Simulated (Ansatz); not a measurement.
# Which magnetic ion is it?

A crystal has the composition MI3, where M is a 3d element. A calculation (PBE+U, spin-orbit coupling in second variation, Ansatz) gives:

```
S                                : 1/2
g, averaged over the cell's ions : ⊥ 1.8859, ∥ 1.8662
moment in its sphere             : 0.88 μB
```

**Question.** Which ion is it, and why?

The crystal is TiI3, space group P6_3/mcm. The spin sits on Ti, with 6 I at 2.79 Å round it. With the usual charges of the other elements M must be +3. The high-spin ion of that charge with S = 1/2 in this row is Ti³⁺ d¹. Low-spin ions are left aside. The shift is negative: in a shell less than half full the orbital moment opposes the spin.

[Logs are printed without paths, hosts, clocks, repeated set-up lines and the standing remarks that a program may print on its own settings, such as how far it seeks lower states.]

[Hosts, paths, dates, database ids (printed as entryN), source tags and the programs' standing remarks are cut or masked in the printed files.]
